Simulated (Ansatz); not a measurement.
**LaGaO3 (Pnma): a band-gap study from LDA to G0W0 at the band limit**

Aim: a best estimate of the quasiparticle gap of LaGaO3 (Pnma), with each correction and its cost laid out.

Program: Ansatz 0.2.0. Level of theory: density functionals, hybrids, G0W0, plane waves, PAW. Results are calculated unless marked as measured.

Most raw output is cut from this account.

In doubt: masses and optical values from hybrid runs of this build are listed as unsure (step 10), which bears on the screening that GW takes from such a start.

## 1. The structure

Symmetry: Pnma, No. 62, orthorhombic system. Conventional cell: a = 5.486 Å, b = 7.764 Å, c = 5.514 Å, α = 90.00°, β = 90.00°, γ = 90.00°. La has 9 O at 2.40 to 2.95 Å nearest. Nearest to Ga lie 6 O at 1.96 to 1.99 Å. Nearest to O lie 2 Ga at 1.98 Å and 3 La at 2.40 to 2.95 Å. O has 2 Ga at 1.96 to 1.99 Å and 3 La at 2.43 to 2.78 Å nearest. Farther neighbours and most contacts between anions are not listed.

The cell and positions come from the Crystallography Open Database and are kept as given unless a step says otherwise. Spin-orbit coupling is left out unless a step names it. The default PAW set here is soft_2. Its files were made with PBE.

## 2. LDA bands

Levels along a band path, at the cheap level, show where the edges lie and whether the meshes to come will hold them.

This step: DFT, LDA, plane waves, PAW.

Input file input.yaml:

```yaml
crystal:
  lattice:
    - [5.48589, 0.0, 0.0]
    - [0.0, 7.76421, 0.0]
    - [0.0, 0.0, 5.51395]
  atoms:
    - { symbol: La, position: [0.98, 0.25, 0.005] }
    - { symbol: La, position: [0.02, 0.75, 0.995] }
    - { symbol: La, position: [0.52, 0.75, 0.505] }
    - { symbol: La, position: [0.48, 0.25, 0.495] }
    - { symbol: Ga, position: [0.0, 0.0, 0.5] }
    - { symbol: Ga, position: [0.0, 0.5, 0.5] }
    - { symbol: Ga, position: [0.5, 0.0, 0.0] }
    - { symbol: Ga, position: [0.5, 0.5, 0.0] }
    - { symbol: O, position: [0.513, 0.25, 0.929] }
    - { symbol: O, position: [0.487, 0.75, 0.071] }
    - { symbol: O, position: [0.987, 0.75, 0.429] }
    - { symbol: O, position: [0.013, 0.25, 0.571] }
    - { symbol: O, position: [0.723, 0.0367, 0.281] }
    - { symbol: O, position: [0.277, 0.5367, 0.719] }
    - { symbol: O, position: [0.777, 0.9633, 0.781] }
    - { symbol: O, position: [0.223, 0.4633, 0.219] }
    - { symbol: O, position: [0.277, 0.9633, 0.719] }
    - { symbol: O, position: [0.723, 0.4633, 0.281] }
    - { symbol: O, position: [0.223, 0.0367, 0.219] }
    - { symbol: O, position: [0.777, 0.5367, 0.781] }
kpoints:
  mp_grid: { grid: [4, 4, 4] }
  band_path:
    path:
      - [[0.0, 0.0, 0.0], [0.5, 0.0, 0.0], [0.5, 0.5, 0.0], [0.0, 0.5, 0.0], [0.0, 0.0, 0.0], [0.0, 0.0, 0.5], [0.5, 0.0, 0.5], [0.5, 0.5, 0.5], [0.0, 0.5, 0.5], [0.0, 0.0, 0.5]]
      - [[0.5, 0.0, 0.0], [0.5, 0.0, 0.5]]
      - [[0.0, 0.5, 0.0], [0.0, 0.5, 0.5]]
      - [[0.5, 0.5, 0.0], [0.5, 0.5, 0.5]]
    npoints: 10
hamiltonian:
  xc: lda
scf:
  occupations: { method: fermi_dirac, width: 0.02 }
  n_extra_bands: 10
output:
  eigenvalues: true
```

Run with:

```console
$ ansatz run input.yaml --threads 16 --pin off --max-ram 92160MiB --backend cuda --events-out ev --progress --plain --runs-dir out --devices 1 --max-vram 157GiB
```

It took 2.8 s on 1 × NVIDIA GB200 with 16 threads of Arm Neoverse V2, shared host; peak memory 1.2 GiB.

This step gave:

| Item | Value |
| --- | --- |
| filled bands | 84 |
| gap | 3.653 eV |
| valence top at | U |
| conduction bottom at | Γ |
| least direct gap | 3.775 eV |

The gap is indirect, with the least direct gap 0.12 eV higher.

The electronic bands at the labelled points (eV, zero at the top of the highest nominally filled band):

| point | band 81 | band 82 | band 83 | band 84 | band 85 | band 86 | band 87 | band 88 |
| --- | --- | --- | --- | --- | --- | --- | --- | --- |
| Γ | -0.24 | -0.20 | -0.13 | -0.12 | 3.65 | 4.54 | 4.61 | 4.70 |
| halfway | -0.40 | -0.31 | -0.30 | -0.19 | 4.28 | 4.62 | 4.67 | 4.76 |
| X | -0.52 | -0.52 | -0.16 | -0.16 | 4.71 | 4.71 | 4.74 | 4.74 |
| halfway | -0.43 | -0.43 | -0.21 | -0.21 | 4.72 | 4.72 | 4.75 | 4.75 |
| S | -0.32 | -0.32 | -0.32 | -0.32 | 4.74 | 4.74 | 4.74 | 4.74 |
| halfway | -0.41 | -0.41 | -0.25 | -0.25 | 4.70 | 4.70 | 4.74 | 4.74 |
| Y | -0.33 | -0.33 | -0.16 | -0.16 | 4.58 | 4.58 | 4.71 | 4.71 |
| halfway | -0.30 | -0.24 | -0.23 | -0.10 | 3.93 | 4.57 | 4.63 | 4.71 |
| Γ | -0.24 | -0.20 | -0.13 | -0.12 | 3.65 | 4.54 | 4.61 | 4.70 |
| halfway | -0.32 | -0.24 | -0.17 | -0.11 | 4.15 | 4.58 | 4.66 | 4.71 |
| Z | -0.42 | -0.42 | -0.06 | -0.06 | 4.68 | 4.68 | 4.77 | 4.77 |
| halfway | -0.38 | -0.38 | -0.14 | -0.14 | 4.71 | 4.71 | 4.76 | 4.76 |
| U | -0.30 | -0.30 | 0.00 | 0.00 | 4.74 | 4.74 | 4.75 | 4.75 |
| halfway | -0.41 | -0.41 | -0.07 | -0.07 | 4.74 | 4.74 | 4.76 | 4.76 |
| R | -0.28 | -0.28 | -0.28 | -0.28 | 4.76 | 4.76 | 4.76 | 4.76 |
| halfway | -0.28 | -0.28 | -0.16 | -0.16 | 4.73 | 4.73 | 4.75 | 4.75 |
| T | -0.22 | -0.22 | -0.05 | -0.05 | 4.71 | 4.71 | 4.72 | 4.72 |
| halfway | -0.23 | -0.23 | -0.08 | -0.08 | 4.69 | 4.69 | 4.75 | 4.75 |
| Z | -0.42 | -0.42 | -0.06 | -0.06 | 4.68 | 4.68 | 4.77 | 4.77 |
| jump to X | -0.52 | -0.52 | -0.16 | -0.16 | 4.71 | 4.71 | 4.74 | 4.74 |
| halfway | -0.42 | -0.42 | -0.16 | -0.16 | 4.74 | 4.74 | 4.75 | 4.75 |
| U | -0.30 | -0.30 | 0.00 | 0.00 | 4.74 | 4.74 | 4.75 | 4.75 |
| jump to Y | -0.33 | -0.33 | -0.16 | -0.16 | 4.58 | 4.58 | 4.71 | 4.71 |
| halfway | -0.23 | -0.23 | -0.11 | -0.11 | 4.70 | 4.70 | 4.73 | 4.73 |
| T | -0.22 | -0.22 | -0.05 | -0.05 | 4.71 | 4.71 | 4.72 | 4.72 |
| jump to S | -0.32 | -0.32 | -0.32 | -0.32 | 4.74 | 4.74 | 4.74 | 4.74 |

## 3. LDA+SOC

Spin-orbit coupling can split or shift the edges; a non-collinear run measures by how much.

This step: DFT, LDA with spin-orbit coupling, plane waves, PAW.

input.yaml, the sections that differ from step 2:

```yaml
kpoints:
  mp_grid: { grid: [4, 4, 4] }
  band_path:
    path:
      - [0.0, 0.0, 0.0]
      - [0.5, 0.0, 0.0]
      - [0.5, 0.5, 0.0]
      - [0.0, 0.5, 0.0]
      - [0.0, 0.0, 0.5]
      - [0.5, 0.0, 0.5]
      - [0.5, 0.5, 0.5]
      - [0.0, 0.5, 0.5]
    npoints: 1
scf:
  occupations: { method: fixed }
  n_extra_bands: 20
magnetization:
  noncollinear: true
  spin_orbit: true
# crystal, hamiltonian, output: as in step 2
```

Run time: 3.1 s. Hardware: 1 × NVIDIA GB200 with 16 threads; peak memory 1.8 GiB; 19 s of CPU time.

Numbers from this step:

```
gap                  : 3.652 eV
valence top at       : U
conduction bottom at : Γ
least direct gap     : 3.758 eV
```

The gap is that of LDA.

## 4. HSE06

HSE06 mixes in a quarter of exact exchange at short range. Exchange couples all pairs of k points, which makes a full band path dear, so levels are read on the mesh and at chosen points.

This step: DFT, HSE06, plane waves, PAW.

Changes to input.yaml since step 3:

```diff
@@ -27,3 +27,3 @@
 kpoints:
-  mp_grid: { grid: [4, 4, 4] }
+  mp_grid: { grid: [4, 2, 4] }
   band_path:
@@ -40,9 +40,6 @@
 hamiltonian:
-  xc: lda
+  xc: hse06
 scf:
   occupations: { method: fixed }
-  n_extra_bands: 20
-magnetization:
-  noncollinear: true
-  spin_orbit: true
+  n_extra_bands: 10
 output:
```

Elapsed: 25 s, on 1 × NVIDIA GB200 with 16 threads; peak memory 2.5 GiB; 3.6 min of CPU time.

Numbers from this step:

| Property | Result |
| --- | --- |
| gap | 5.535 eV |
| valence top at | U |
| conduction bottom at | Γ |
| least direct gap | 5.606 eV |

The gap stands +1.88 eV against LDA.

## 5. HSE06+SOC

This step: DFT, HSE06 with spin-orbit coupling, plane waves, PAW.

Changes to input.yaml since step 4:

```diff
@@ -43,3 +43,6 @@
   occupations: { method: fixed }
-  n_extra_bands: 10
+  n_extra_bands: 20
+magnetization:
+  noncollinear: true
+  spin_orbit: true
 output:
```

It took 2.3 min on 1 × NVIDIA GB200 with 16 threads; peak memory 7.6 GiB; 22 min of CPU time.

This step gave:

```
gap                  : 5.534 eV
valence top at       : U
conduction bottom at : Γ
least direct gap     : 5.605 eV
```

The gap is that of HSE06.

## 6. G0W0, 4×2×4 mesh, 701 empty bands, screening to 120 eV, hard PAW files

Now the one-shot GW correction: screening in the RPA, then the self-energy of the levels asked for. This step takes hard PAW files.

This step: G0W0 on LDA, plane waves, PAW.

Changes to input.yaml since step 5:

```diff
@@ -28,22 +28,12 @@
   mp_grid: { grid: [4, 2, 4] }
-  band_path:
-    path:
-      - [0.0, 0.0, 0.0]
-      - [0.5, 0.0, 0.0]
-      - [0.5, 0.5, 0.0]
-      - [0.0, 0.5, 0.0]
-      - [0.0, 0.0, 0.5]
-      - [0.5, 0.0, 0.5]
-      - [0.5, 0.5, 0.5]
-      - [0.0, 0.5, 0.5]
-    npoints: 1
 hamiltonian:
-  xc: hse06
+  xc: lda
+  pseudopotentials: { kind: paw, source: ansatz }
 scf:
   occupations: { method: fixed }
-  n_extra_bands: 20
-magnetization:
-  noncollinear: true
-  spin_orbit: true
-output:
-  eigenvalues: true
+gw:
+  n_empty_bands: 701
+  ecut_chi: 120.0
+  qp_bands: [v4, c4]
+  qp_kpoints: band_edges
+  screening: { model: contour_deformation }
```

Run time: 68 s. Hardware: 1 × NVIDIA GB200 with 16 threads; peak memory 7.9 GiB; 2.9 min of CPU time.

This step gave:

```
bands summed                                 : 801
RPA ε∞ on this mesh (eigenvalues)            : 4.897, 4.902, 5.028
plane waves in the screening matrix          : 681
G0W0 gap on the mesh                         : 5.394 eV
k of the valence top                         : -0.5, 0, -0.5
k of the conduction bottom                   : 0, 0, 0
starting gap on the mesh                     : 3.651 eV
least direct G0W0 gap on the computed points : 5.491 eV
```

The gap on the mesh goes from 3.65 eV to 5.39 eV, a correction of +1.74 eV. Between the two edge states, bare exchange in place of the xc potential would open the gap by 10.02 eV, and correlation takes back 8.28 eV.

## 7. G0W0, 4×2×4 mesh, 1508 empty bands, screening to 200 eV, hard PAW files

Bands and screening cutoff are moved together, since each hides the error of the other.

Changes to input.yaml since step 6:

```diff
@@ -34,4 +34,4 @@
 gw:
-  n_empty_bands: 701
-  ecut_chi: 120.0
+  n_empty_bands: 1508
+  ecut_chi: 200.0
   qp_bands: [v4, c4]
```

Elapsed: 2.8 min, on 1 × NVIDIA GB200 with 16 threads; peak memory 16 GiB; 8.1 min of CPU time.

Numbers from this step:

- bands summed: 1608
- RPA ε∞ on this mesh (eigenvalues): 4.882, 4.889, 5.012
- plane waves in the screening matrix: 1489
- G0W0 gap on the mesh: 5.446 eV
- k of the valence top: -0.5, 0, -0.5
- k of the conduction bottom: 0, 0, 0
- starting gap on the mesh: 3.651 eV
- least direct G0W0 gap on the computed points: 5.542 eV

Against the run with 4×2×4 mesh, 701 empty bands, screening to 120 eV, hard PAW files, the gap moves by +0.05 eV.

## 8. G0W0, 4×2×4 mesh, 2910 empty bands, screening to 310 eV, hard PAW files

Changes to input.yaml since step 7:

```diff
@@ -34,4 +34,4 @@
 gw:
-  n_empty_bands: 1508
-  ecut_chi: 200.0
+  n_empty_bands: 2910
+  ecut_chi: 310.0
   qp_bands: [v4, c4]
```

Elapsed: 8.1 min, on 1 × NVIDIA GB200 with 16 threads; peak memory 39 GiB.

This step gave:

- bands summed: 3010
- RPA ε∞ on this mesh (eigenvalues): 4.872, 4.879, 5.001
- plane waves in the screening matrix: 2903
- q-points in the mesh: 32
- G0W0 gap on the mesh: 5.484 eV
- k of the valence top: -0.5, 0, -0.5
- k of the conduction bottom: 0, 0, 0
- starting gap on the mesh: 3.651 eV
- Z at the valence top: 0.7561
- Z at the conduction bottom: 0.8133
- least direct G0W0 gap on the computed points: 5.580 eV

Against the run with 4×2×4 mesh, 1508 empty bands, screening to 200 eV, hard PAW files, the gap moves by +0.04 eV.

Limits: finite bands, cutoff and mesh; f levels unsure; no spin-orbit coupling; coarse k mesh. v1 is the top filled band, c1 the lowest empty one. The levels before and after the correction (eV, zero at the valence-band top of each column):

|  | conduction bottom | valence top |
| --- | --- | --- |
| Kohn-Sham | 3.65 | 0.00 |
| G0W0 | 5.48 | 0.00 |

|  | level | occupation | energy (eV) |
| --- | --- | --- | --- |
| Kohn-Sham | Γ v3 | 2 | -0.203 |
| Kohn-Sham | Γ v2 | 2 | -0.130 |
| Kohn-Sham | Γ v1 | 2 | -0.123 |
| Kohn-Sham | Γ c1 | 0 | 3.651 |
| Kohn-Sham | Γ c2 | 0 | 4.545 |
| Kohn-Sham | Γ c3 | 0 | 4.624 |
| Kohn-Sham | (-0.5 0 -0.5) v3 | 2 | -0.305 |
| Kohn-Sham | (-0.5 0 -0.5) v2-v1 | 2 | 0.000 |
| Kohn-Sham | (-0.5 0 -0.5) c1-c2 | 0 | 4.768 |
| Kohn-Sham | (-0.5 0 -0.5) c3 | 0 | 4.784 |
| G0W0 | Γ v3 | 2 | -0.184 |
| G0W0 | Γ v2 | 2 | -0.111 |
| G0W0 | Γ v1 | 2 | -0.097 |
| G0W0 | Γ c1 | 0 | 5.484 |
| G0W0 | Γ c2 | 0 | 6.885 |
| G0W0 | Γ c3 | 0 | 8.202 |
| G0W0 | (-0.5 0 -0.5) v3 | 2 | -0.310 |
| G0W0 | (-0.5 0 -0.5) v2-v1 | 2 | 0.000 |
| G0W0 | (-0.5 0 -0.5) c1-c2 | 0 | 9.348 |
| G0W0 | (-0.5 0 -0.5) c3 | 0 | 9.348 |

How the two edges are built up, in eV (the quasiparticle level is the starting level plus Σx plus Σc less Vxc):

| run | edge | start | Σx | Σc | Vxc | Z | QP |
| --- | --- | --- | --- | --- | --- | --- | --- |
| 801 bands | valence top | 11.47 | -26.21 | 4.53 | -21.26 | 0.76 | 11.04 |
| 801 bands | conduction bottom | 15.12 | -14.27 | -3.74 | -19.34 | 0.82 | 16.44 |
| 1608 bands | valence top | 11.47 | -26.21 | 4.24 | -21.26 | 0.76 | 10.75 |
| 1608 bands | conduction bottom | 15.12 | -14.27 | -3.99 | -19.34 | 0.81 | 16.20 |
| 3010 bands | valence top | 11.47 | -26.21 | 4.03 | -21.26 | 0.76 | 10.54 |
| 3010 bands | conduction bottom | 15.12 | -14.27 | -4.16 | -19.34 | 0.81 | 16.03 |

## 9. G0W0@LDA, 4×4×4 mesh, 701 empty bands, screening to 120 eV, hard PAW files

Only the mesh changes. It samples the long-range screening, which converges on its own terms. Bands and cutoff differ from the step before, so it is read against an earlier run that matches them.

Changes to input.yaml since step 8:

```diff
@@ -27,3 +27,3 @@
 kpoints:
-  mp_grid: { grid: [4, 2, 4] }
+  mp_grid: { grid: [4, 4, 4] }
 hamiltonian:
@@ -34,4 +34,4 @@
 gw:
-  n_empty_bands: 2910
-  ecut_chi: 310.0
+  n_empty_bands: 701
+  ecut_chi: 120.0
   qp_bands: [v4, c4]
```

Elapsed: 2.7 min, on 1 × NVIDIA GB200 with 16 threads; peak memory 11 GiB; 6.8 min of CPU time.

This step gave:

```yaml
bands_summed: 801
rpa_eps_infinity_on_this_mesh_eigenvalues: 4.891, 4.902, 5.028
plane_waves_in_the_screening_matrix: 681
g0w0_gap_on_the_mesh: 5.394 eV
k_of_the_valence_top: -0.5, 0, -0.5
k_of_the_conduction_bottom: 0, 0, 0
starting_gap_on_the_mesh: 3.651 eV
least_direct_g0w0_gap_on_the_computed_points: 5.492 eV
```

Against the run with 4×2×4 mesh, 701 empty bands, screening to 120 eV, hard PAW files, the gap moves by −0.001 eV.

## 10. G0W0@HSE06, 4×2×4 mesh, 1508 empty bands, screening to 200 eV, hard PAW files

The same correction from a different start measures what one shot leaves open. Bands and cutoff differ from the step before, so it is read against an earlier run that matches them.

This step: G0W0 on HSE06, plane waves, PAW.

Changes to input.yaml since step 9:

```diff
@@ -27,5 +27,5 @@
 kpoints:
-  mp_grid: { grid: [4, 4, 4] }
+  mp_grid: { grid: [4, 2, 4] }
 hamiltonian:
-  xc: lda
+  xc: hse06
   pseudopotentials: { kind: paw, source: ansatz }
@@ -34,4 +34,4 @@
 gw:
-  n_empty_bands: 701
-  ecut_chi: 120.0
+  n_empty_bands: 1508
+  ecut_chi: 200.0
   qp_bands: [v4, c4]
```

The job ended after 13 min (1 × NVIDIA GB200 with 16 threads; peak memory 18 GiB; 33 min of CPU time).

Numbers from this step:

| Quantity | Value |
| --- | --- |
| bands summed | 1608 |
| RPA ε∞ on this mesh (eigenvalues) | 3.792, 3.803, 3.892 |
| plane waves in the screening matrix | 1489 |
| G0W0 gap on the mesh | 6.331 eV |
| k of the valence top | -0.5, 0, -0.5 |
| k of the conduction bottom | 0, 0, 0 |
| starting gap on the mesh | 5.557 eV |
| least direct G0W0 gap on the computed points | 6.396 eV |

Against the run with 4×2×4 mesh, 1508 empty bands, screening to 200 eV, hard PAW files on LDA, the gap moves by +0.89 eV, while the start moved by +1.91 eV.

## 11. The ladder

Times are wall times on 1 × NVIDIA GB200 with 16 threads of Arm Neoverse V2, shared host, good to a factor of about two. G0W0 rows are gaps on the mesh, lowered by the amount that the mesh misses the start's edges, a rough step that assumes the same correction there.

| level | gap (eV) | least direct gap (eV) | time |
| --- | --- | --- | --- |
| LDA | 3.65 | 3.77 | 2.8 s |
| LDA+SOC | 3.65 | 3.76 | 3.1 s |
| HSE06 | 5.54 | 5.61 | 25 s |
| HSE06+SOC | 5.53 | 5.60 | 2.3 min |
| G0W0@LDA (701 empty bands, hard PAW) | 5.39 | - | 68 s |
| G0W0@LDA (1508 empty bands, hard PAW) | 5.45 | - | 2.8 min |
| G0W0@LDA (2910 empty bands, hard PAW) | 5.48 | - | 8.1 min |
| G0W0@LDA (701 empty bands, 4×4×4, hard PAW) | 5.39 | - | 2.7 min |
| G0W0@HSE06 (1508 empty bands, hard PAW) | 6.33 | - | 13 min |

## 12. Adding up the best estimate

| term | eV | running total (eV) |
| --- | --- | --- |
| G0W0 on the mesh, top rung | 5.484 | 5.484 |
| to the limit, by a line in one over the bands through the two top rungs | +0.043 | 5.527 |
| shift on 4×4×4 less that on 4×2×4 | −0.001 | 5.526 |
| spin-orbit change, from LDA | −0.001 | 5.526 |

Changes that are not added in, each against a run with equal bands and cutoff:

| change | eV |
| --- | --- |
| start HSE06 | +0.89 |

## 13. Outcome

| Property | Result |
| --- | --- |
| LDA gap | 3.65 eV, indirect |
| HSE06 | 5.54 eV |
| G0W0, top rung on the mesh | 5.48 eV |
| best estimate, G0W0@LDA with spin-orbit change | 5.53 eV |
| GW settings of the top rung | 4×2×4 mesh, 2910 empty bands, screening to 310 eV, hard PAW files |
| known limits | one-shot GW, static lattice; f levels unsure; coarse k mesh |

**Reading.** The best estimate for G0W0@LDA is 5.53 eV, indirect by LDA+SOC, against 3.65 eV at the start (both with spin-orbit coupling). The pair of rungs below gives a limit −0.03 eV away. Of the changes left open the largest, +0.89 eV, comes from starting at HSE06. Among the functionals HSE06 comes nearest: +0.01 eV from the estimate. All runs took 31 min, 91 % of it in G0W0. The 4×2×4 mesh is coarse for this cell (its supercell is 16 Å along the shortest edge). The RPA ε∞ on it, from the LDA start, is 4.87, 4.88 and 5.00; such meshes misread the long-range screening, most where the gap is narrow. Empty 4f levels lie among the conduction bands. Their place in the start is unsure; it enters the screening, and the edge itself where they lie low.

[Paths, hosts, dates, memory and timing lines, banners, echoed tables and standing remarks are left out of the program output.]

[Logs are printed without paths, hosts, clocks, repeated set-up lines and the standing remarks that a program may print on its own settings, such as how far it seeks lower states.]

[Runs of the session that timed out or met a known fault of the program may be left out.]

[Cells called generated may have been cut or substituted from an entry of the Crystallography Open Database or the Materials Project.]

[Hosts, paths, dates, database ids (printed as entryN), source tags and the programs' standing remarks are cut or masked in the printed files.]
